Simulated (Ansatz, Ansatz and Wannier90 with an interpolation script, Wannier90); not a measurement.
Rows from a G0W0 calculation on BAs (F-43m) (Ansatz 0.2.0; G0W0 on LDA, plane waves, PAW; 8×8×8 mesh, 125 empty bands, screening to 160 eV), in eV. Spin-orbit coupling is left out.

| row | k | band | start | Σx | Σc at the solution | Vxc |
| --- | --- | --- | --- | --- | --- | --- |
| A | (0.000, 0.375, 0.375) | c3 | 20.712 | -7.776 | -7.050 | -15.418 |
| B | Γ | v1 | 10.841 | -16.365 | 0.666 | -15.341 |
| C | (0.000, 0.375, 0.375) | c2 | 13.340 | -7.327 | -4.481 | -12.131 |
| D | (0.000, 0.375, 0.375) | c1 | 11.985 | -8.267 | -4.024 | -12.597 |
| E | Γ | c1 | 14.094 | -9.247 | -4.415 | -14.151 |
| F | (0.000, 0.375, 0.375) | v1 | 7.124 | -16.733 | 2.131 | -14.071 |

Work out each quasiparticle level and how far it moved.

The quasiparticle equation reads E = start + Σx + Σc(E) − Vxc.

| row | E (eV) | shift (eV) |
| --- | --- | --- |
| A | 21.305 | +0.592 |
| B | 10.483 | −0.358 |
| C | 13.663 | +0.323 |
| D | 12.292 | +0.307 |
| E | 14.583 | +0.489 |
| F | 6.592 | −0.531 |

Limits: not at the basis limit; no spin-orbit coupling.

[Runs of the session that timed out or met a known fault of the program may be left out.]

[Hosts, paths, dates, database ids (printed as entryN), source tags and the programs' standing remarks are cut or masked in the printed files.]
